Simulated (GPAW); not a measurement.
# Y L₃ ELNES/XANES of Y (P6_3/mmc) from DFT, part 3 of 3

What does one-electron theory with a core hole give for the Y L₃ edge of Y (P6_3/mmc)?

GPAW 26.7.0; X-ray absorption from dipole matrix elements to empty bands, plane-wave PAW PBE.

So far. Step 6 (Spectrum with FCH, Y atom 1): The scaled spectrum changes by 1 % r.m.s. The highest intensity below 24 eV stays at 1.4 eV. Step 7 (Spectrum with HCH, Y atom 1): Against the first run the r.m.s. difference is 17 %. Another feature, at 4.4 eV (2.51), becomes the highest below 24 eV; the one at 1.4 eV (2.68) is now at 1.6 eV (2.15).

**8. Cell without a hole, the energy reference**

Level of this step: plane-wave PAW DFT, PBE, self-consistent field (GPAW).

The cell and mesh change for the next run, so it gets a reference energy of its own.

scf.py reads:

```python
import numpy as np
from ase import Atoms
from ase.parallel import parprint, paropen
from gpaw import GPAW, PW, FermiDirac, Mixer, MixerDif, setup_paths
from gpaw.test import gen
setup_paths.insert(0, '.')
gen('Y', name='nch2p', xcname='PBE', corehole=(2, 1, 0), write_xml=True)
from gpaw.mpi import world
world.barrier()

atoms = Atoms('Y2',
    cell=[[3.6474, 0, 0],
     [-1.8237, 3.15874106, 0],
     [0, 0, 5.7306]],
    scaled_positions=[[0.66666667, 0.33333333, 0.75],
     [0.33333333, 0.66666667, 0.25]],
    pbc=True)
atoms.calc = calc = GPAW(legacy_gpaw=True, mode=PW(430), xc='PBE', setups={0: 'nch2p'},
    kpts={'size': (5, 5, 3), 'gamma': True}, occupations=FermiDirac(0.1),
    charge=0, mixer=Mixer(0.1, 5, 50), maxiter=150,
    convergence={'density': 0.0001}, txt='scf.txt')
energy = atoms.get_potential_energy() + calc.get_reference_energy()
ef = calc.get_fermi_level()
out = dict(energy=energy, fermi=ef, forces=atoms.get_forces().tolist())
parprint(f'all-electron energy {energy:.4f} eV, Fermi level {ef:.4f} eV')
ev = np.array([[calc.get_eigenvalues(k, s) for k in range(len(calc.get_ibz_k_points()))] for s in range(calc.get_number_of_spins())])
out['homo'], out['lumo'], out['counts'] = ev[ev < ef].max(), ev[ev > ef].min(), sorted(set((ev < ef).sum((0, 2)).tolist()))
out['filled'] = (ev[:, 0] < ef).sum(1).tolist()
import json
with paropen('out.json', 'w') as f:
    json.dump(out, f)
```

The run is started by

```sh
$ OMP_NUM_THREADS=1 mpirun -n 4 gpaw python scf.py
```

Numbers of over 12 decimals in the logs are rounded to 6 here.

What it wrote:

```text
Input parameters:
  convergence: {density: 0.0001}
  kpts: {gamma: True,
         size: (5, 5, 3)}
  maxiter: 150
  mixer: {backend: pulay,
          beta: 0.1,
          method: separate,
          nmaxold: 5,
          weight: 50}
  mode: {ecut: 430.0,
         name: pw}
  occupations: {fixmagmom: False,
                name: fermi-dirac,
                width: 0.1}
  setups: {0: nch2p}
  xc: PBE

Initialize ...

[...]
5s(2) :    -0.150720     0.973119
4p(6) :    -1.026078     0.547490
5p(0) :    -0.052973     0.977702
4d(1) :    -0.092487     0.864204
*d    :     0.907513
--------------------------------

Diagonalizing with gridspacing h=0.050

state   all-electron     PAW
-------------------------------
4s:      -1.762974    -1.763432
4p:      -1.026078    -1.026747
4d:      -0.092487    -0.092821
*f:                    0.058258
-------------------------------
all-electron energy -184192.1077 eV, Fermi level 6.3729 eV
[key lines of the parts left out:]
Converged after 13 iterations.
Dipole moment: (-0.000000, 0.000000, -0.000000) |e|*Ang
Free energy:     -9.415187
Fermi level: 6.37290
```

The job ended after 5.5 s (4 MPI ranks of Arm Neoverse V2, shared host; peak memory 0.18 GiB; 22 s of CPU time).

**9. Spectrum with XCH, Y atom 1**

A smaller cell brings the holes closer; here they are 3.6 Å apart.

Changed against the first core-hole run: supercell atoms from 8 to 2; the field's mesh follows (3×3×3 to 5×5×3).

xas.py reads:

```python
import numpy as np
from ase import Atoms
from ase.parallel import parprint, paropen
from gpaw import GPAW, PW, FermiDirac, Mixer, MixerDif, setup_paths
from gpaw.test import gen
setup_paths.insert(0, '.')
gen('Y', name='fch2p', xcname='PBE', corehole=(2, 1, 1), write_xml=True)
from gpaw.mpi import world
world.barrier()

atoms = Atoms('Y2',
    cell=[[3.6474, 0, 0],
     [-1.8237, 3.15874106, 0],
     [0, 0, 5.7306]],
    scaled_positions=[[0.66666667, 0.33333333, 0.75],
     [0.33333333, 0.66666667, 0.25]],
    pbc=True)
atoms.calc = calc = GPAW(legacy_gpaw=True, mode=PW(430), xc='PBE', setups={0: 'fch2p'},
    kpts={'size': (5, 5, 3), 'gamma': True}, occupations=FermiDirac(0.1),
    charge=-1, mixer=Mixer(0.1, 5, 50), maxiter=150,
    convergence={'density': 0.0001}, txt='scf.txt')
energy = atoms.get_potential_energy() + calc.get_reference_energy()
ef = calc.get_fermi_level()
out = dict(energy=energy, fermi=ef, forces=atoms.get_forces().tolist())
parprint(f'all-electron energy {energy:.4f} eV, Fermi level {ef:.4f} eV')
ev = np.array([[calc.get_eigenvalues(k, s) for k in range(len(calc.get_ibz_k_points()))] for s in range(calc.get_number_of_spins())])
out['homo'], out['lumo'], out['counts'] = ev[ev < ef].max(), ev[ev > ef].min(), sorted(set((ev < ef).sum((0, 2)).tolist()))
out['filled'] = (ev[:, 0] < ef).sum(1).tolist()

from ase.units import Ha
from gpaw.xas import dipole_matrix_elements
nb = int(calc.get_number_of_electrons() / 2) + 53
top, nb = nb, nb + 8 + nb // 12
nscf = calc.fixed_density(kpts={'size': (5, 5, 3), 'gamma': True}, nbands=nb,
    convergence={'bands': top, 'eigenstates': 1e-5}, maxiter=60, txt='nscf.txt')
cell = atoms.cell.array
ops = [cell.T @ U.T @ np.linalg.inv(cell.T) for U in nscf.wfs.kd.symmetry.op_scc]
E = np.arange(-6, 34, 0.1)
fwhm = np.interp(E, [4, 25], [1.5, 3.5])
Y, X, zero, highest = 0, 0, 1e9, 1e9
for spin in range(nscf.get_number_of_spins()):
    wfs = nscf.wfs
    A = dipole_matrix_elements(wfs.setups[0])
    eps = np.zeros((wfs.kd.nibzkpts, nb))
    d = np.zeros((3, A.shape[1], wfs.kd.nibzkpts, nb), complex)
    for kpt in wfs.kpt_u:
        if kpt.s == spin and 0 in kpt.P_ani:
            eps[kpt.k] = kpt.eps_n * Ha
            d[:, :, kpt.k] = (kpt.weight * wfs.nspins / 2) ** 0.5 * np.inner(A, kpt.P_ani[0])
    world.sum(eps)
    world.sum(d)
    T = np.einsum('amkn,bmkn->abkn', d, d.conj()).real
    T = sum(np.einsum('ai,ijkn,bj->abkn', R, T, R) for R in ops) / len(ops)
    empty = eps > ef
    zero, highest = min(zero, eps[empty].min()), min(highest, eps[:, top - 1].min())
    lines = [(eps, T, empty)] if spin == 0 else lines + [(eps, T, empty)]
for eps, T, empty in lines:
    f = np.einsum('aakn->akn', T).reshape(3, -1)
    x = eps.ravel() - zero
    w = np.interp(x, E, fwhm) / 2.35482
    g = np.exp(-0.5 * ((E[:, None] - x) / w) ** 2) / (w * (2 * np.pi) ** 0.5)
    Y = Y + (f * empty.ravel()) @ g.T
    X = X + (f * ~empty.ravel()) @ g.T
out.update(E=E.round(2).tolist(), xas=Y.tolist(), xes=X.tolist(), zero=zero, valid=highest - zero, nk=len(eps), nb=nb)
for i in range(0, len(E), 10):
    parprint(f'{E[i]:7.2f}', *(f'{v:10.3e}' for v in Y[:, i]))
import json
with paropen('out.json', 'w') as f:
    json.dump(out, f)
```

The run is started by

```sh
$ OMP_NUM_THREADS=1 mpirun -n 4 gpaw python xas.py
```

What it wrote:

```text
Input parameters:
  charge: -1
  convergence: {density: 0.0001}
  kpts: {gamma: True,
         size: (5, 5, 3)}
  maxiter: 150
  mixer: {backend: pulay,
          beta: 0.1,
          method: separate,
          nmaxold: 5,
          weight: 50}
  mode: {ecut: 430.0,
         name: pw}
  occupations: {fixmagmom: False,
                name: fermi-dirac,
                width: 0.1}
  setups: {0: fch2p}
  xc: PBE

[...]
*d    :     0.541242
--------------------------------

Diagonalizing with gridspacing h=0.050

state   all-electron     PAW
-------------------------------
4s:      -2.317272    -2.317731
4p:      -1.535347    -1.536016
4d:      -0.458758    -0.459275
*f:                   -0.037818
-------------------------------
all-electron energy -182096.2823 eV, Fermi level 5.9856 eV
[...]
32.00  1.124e-05  1.124e-05  9.747e-06
  33.00  1.070e-05  1.070e-05  1.027e-05
[key lines of the parts left out:]
Converged after 18 iterations.
Dipole moment: (0.085256, -0.049222, -0.212054) |e|*Ang
Free energy:    -19.634008
Fermi level: 5.98557
```

Wall time 14 s (4 MPI ranks); peak memory 0.21 GiB; 55 s of CPU time.

These settings depart from the first run's and aren't meant as converged.

The scaled spectrum changes by 16 % r.m.s. The highest intensity below 24 eV goes from 1.4 eV (2.68) to 1.2 eV (2.70).

```
E (eV)  first run  this run
  -2.0       0.00      0.00
  -0.5       0.53      0.40
   1.0       2.58      2.61
   2.5       1.80      2.24
   4.0       2.42      2.25
   5.5       1.01      0.69
   7.0       0.53      0.66
   8.5       0.63      0.60
  10.0       0.75      0.75
  11.5       0.65      0.63
  13.0       0.44      0.43
  14.5       0.44      0.45
  16.0       0.61      0.61
  17.5       0.67      0.66
  19.0       0.61      0.57
  20.5       0.58      0.59
  22.0       0.56      0.57
  23.5       0.50      0.47
  25.0       0.45      0.42
  26.5       0.45      0.45
  28.0       0.50      0.51
  29.5       0.54      0.55
  31.0       0.54      0.53
```

**10. Spectrum with XCH, Y atom 1**

Another set-up is tried: charge keyword to -2.

Changes to xas.py since step 9:

```diff
@@ -10,12 +10,18 @@
 
-atoms = Atoms('Y2',
-    cell=[[3.6474, 0, 0],
-     [-1.8237, 3.15874106, 0],
-     [0, 0, 5.7306]],
-    scaled_positions=[[0.66666667, 0.33333333, 0.75],
-     [0.33333333, 0.66666667, 0.25]],
+atoms = Atoms('Y8',
+    cell=[[-1.8237, -3.15874106, -5.7306],
+     [1.8237, 3.15874106, -5.7306],
+     [7.2948, 0, 0]],
+    scaled_positions=[[0.45833333, 0.79166667, 0.16666667],
+     [0.95833333, 0.29166667, 0.16666667],
+     [0.45833333, 0.79166667, 0.66666667],
+     [0.95833333, 0.29166667, 0.66666667],
+     [0.54166667, 0.20833333, 0.83333333],
+     [0.04166667, 0.70833333, 0.83333333],
+     [0.54166667, 0.20833333, 0.33333333],
+     [0.04166667, 0.70833333, 0.33333333]],
     pbc=True)
 atoms.calc = calc = GPAW(legacy_gpaw=True, mode=PW(430), xc='PBE', setups={0: 'fch2p'},
-    kpts={'size': (5, 5, 3), 'gamma': True}, occupations=FermiDirac(0.1),
-    charge=-1, mixer=Mixer(0.1, 5, 50), maxiter=150,
+    kpts={'size': (3, 3, 3), 'gamma': True}, occupations=FermiDirac(0.1),
+    charge=-2, mixer=Mixer(0.1, 5, 50), maxiter=150,
     convergence={'density': 0.0001}, txt='scf.txt')
@@ -31,5 +37,5 @@
 from gpaw.xas import dipole_matrix_elements
-nb = int(calc.get_number_of_electrons() / 2) + 53
+nb = int(calc.get_number_of_electrons() / 2) + 200
 top, nb = nb, nb + 8 + nb // 12
-nscf = calc.fixed_density(kpts={'size': (5, 5, 3), 'gamma': True}, nbands=nb,
+nscf = calc.fixed_density(kpts={'size': (3, 3, 3), 'gamma': True}, nbands=nb,
     convergence={'bands': top, 'eigenstates': 1e-5}, maxiter=60, txt='nscf.txt')
```

What it wrote:

```text
Input parameters:
  charge: -2
  convergence: {density: 0.0001}
  kpts: {gamma: True,
         size: (3, 3, 3)}
  maxiter: 150
  mixer: {backend: pulay,
          beta: 0.1,
          method: separate,
          nmaxold: 5,
          weight: 50}
  mode: {ecut: 430.0,
         name: pw}
  occupations: {fixmagmom: False,
                name: fermi-dirac,
                width: 0.1}
  setups: {0: fch2p}
  xc: PBE

[...]
*d    :     0.541242
--------------------------------

Diagonalizing with gridspacing h=0.050

state   all-electron     PAW
-------------------------------
4s:      -2.317272    -2.317731
4p:      -1.535347    -1.536016
4d:      -0.458758    -0.459275
*f:                   -0.037818
-------------------------------
all-electron energy -734666.5283 eV, Fermi level 6.3049 eV
[...]
32.00  1.127e-05  1.120e-05  1.025e-05
  33.00  1.071e-05  1.067e-05  1.061e-05
[key lines of the parts left out:]
Converged after 19 iterations.
Dipole moment: (-0.004196, -0.144523, 0.093461) |e|*Ang
Free energy:    -41.757787
Fermi level: 6.30492
```

The job ended after 3.5 min (4 MPI ranks; peak memory 0.48 GiB).

The run finished. A setting was moved off its sound value on purpose, so it serves as a test and not as the result.

The fault put into the input: the charge keyword adds two electrons for one core hole.

Against the first run the r.m.s. difference is 2 %. The highest intensity below 24 eV goes from 1.4 eV (2.68) to 1.2 eV (2.64).

```
E (eV)  first run  this run
  -2.0       0.00      0.00
  -0.5       0.53      0.49
   1.0       2.58      2.55
   2.5       1.80      1.77
   4.0       2.42      2.45
   5.5       1.01      0.98
   7.0       0.53      0.54
   8.5       0.63      0.65
  10.0       0.75      0.76
  11.5       0.65      0.64
  13.0       0.44      0.44
  14.5       0.44      0.45
  16.0       0.61      0.62
  17.5       0.67      0.68
  19.0       0.61      0.61
  20.5       0.58      0.58
  22.0       0.56      0.56
  23.5       0.50      0.50
  25.0       0.45      0.45
  26.5       0.45      0.46
  28.0       0.50      0.51
  29.5       0.54      0.54
  31.0       0.54      0.54
```

**11. With and without the hole**

Both curves are counted from their own zero, so only the shift of weight within the empty states shows.

| E (eV) | no hole | XCH |
| --- | --- | --- |
| -2.0 | 0.00 | 0.00 |
| -1.0 | 0.07 | 0.15 |
| 0.0 | 0.49 | 1.20 |
| 1.0 | 1.27 | 2.58 |
| 2.0 | 1.52 | 2.24 |
| 3.0 | 1.31 | 1.74 |
| 4.0 | 2.06 | 2.42 |
| 5.0 | 2.58 | 1.65 |
| 6.0 | 1.29 | 0.60 |
| 7.0 | 0.74 | 0.53 |
| 8.0 | 0.87 | 0.62 |
| 9.0 | 0.76 | 0.67 |
| 10.0 | 0.88 | 0.75 |
| 11.0 | 0.94 | 0.71 |
| 12.0 | 0.72 | 0.57 |
| 13.0 | 0.53 | 0.44 |
| 14.0 | 0.48 | 0.41 |
| 15.0 | 0.54 | 0.48 |
| 16.0 | 0.67 | 0.61 |
| 17.0 | 0.77 | 0.67 |
| 18.0 | 0.72 | 0.66 |
| 19.0 | 0.64 | 0.61 |
| 20.0 | 0.64 | 0.58 |
| 21.0 | 0.68 | 0.58 |
| 22.0 | 0.68 | 0.56 |
| 23.0 | 0.62 | 0.52 |
| 24.0 | 0.54 | 0.47 |
| 25.0 | 0.48 | 0.45 |
| 26.0 | 0.47 | 0.44 |
| 27.0 | 0.51 | 0.47 |
| 28.0 | 0.56 | 0.50 |
| 29.0 | 0.59 | 0.53 |
| 30.0 | 0.59 | 0.54 |
| 31.0 | 0.56 | 0.54 |
| 32.0 | 0.53 | 0.52 |

With each curve scaled to its own mean, the area from −2 to 6 eV with the hole is 12.3 against 10.0, and the centre of weight from −1 to 20 eV moves by -1.2 eV: the hole pulls the absorber's empty states down.

**12. Summary of results**

```
absorber and edge             : Y L₃, atom 1 of the ground-state input (counted from 1)
surroundings                  : 6 Y at 3.56 Å and 6 Y at 3.65 Å (anticuboctahedral, as in hcp, site symmetry -6m2)
highest intensity below 24 eV : 1.4 eV above the zero, height 2.68
```

In words: The Y L₃ edge of atom 1, with 6 Y at 3.56 Å and 6 Y at 3.65 Å (anticuboctahedral, as in hcp, site symmetry -6m2), has its highest intensity of the first 24 eV at 1.4 eV above the zero, 2.7 times the mean level of the first 20 eV (Gaussian full width 1.5 eV up to 4 eV, rising linearly to 3.5 eV at 25 eV). With each curve scaled to its own mean, the area from −2 to 6 eV with the hole is 12.3 against 10.0, and the centre of weight from −1 to 20 eV moves by -1.2 eV: the hole pulls the absorber's empty states down. Changing the core hole to FCH alters the shape by 1 % r.m.s., so the result is insensitive to this choice. Changing the core hole from full to half alters the shape by 17 % r.m.s., a modest effect on the whole, though the highest intensity moves to 4.4 eV. A cell with holes 3.6 Å apart changes the curve by 16 % r.m.s. (15 % after the best shift). At the Y L₃ edge of atom 1 polarisation matters most near 2.0 eV, where the curves differ by 0.3 on this scale. Only the L₃ part is meant: spin–orbit coupling of the core level isn't computed and the L₂ copy isn't added. The mesh is coarse (0.38 Å⁻¹ between points), so small maxima may be mesh ripples. Lifetime broadening is put in by hand, and intensities beyond about 20 eV depend on it and on the partial waves; weight that the partial waves miss at high energy is lost. The structure is a published determination, not relaxed.

[Banner, clock and machine lines of the logs are left out without a mark of their own.]

[Logs are printed without paths, hosts, clocks, repeated set-up lines and the standing remarks that a program may print on its own settings, such as how far it seeks lower states.]

[Hosts, paths, dates, database ids (printed as entryN), source tags and the programs' standing remarks are cut or masked in the printed files.]

[Lists of maxima count a maximum above −3 eV only where it reaches 4 % of the highest in the window and stands out from its surroundings by 2 % of it (1.5 % where it reaches 55 %); shoulders and weaker maxima are passed over, and of the rest the first, up to two pre-edge ones and the few strongest are named.]
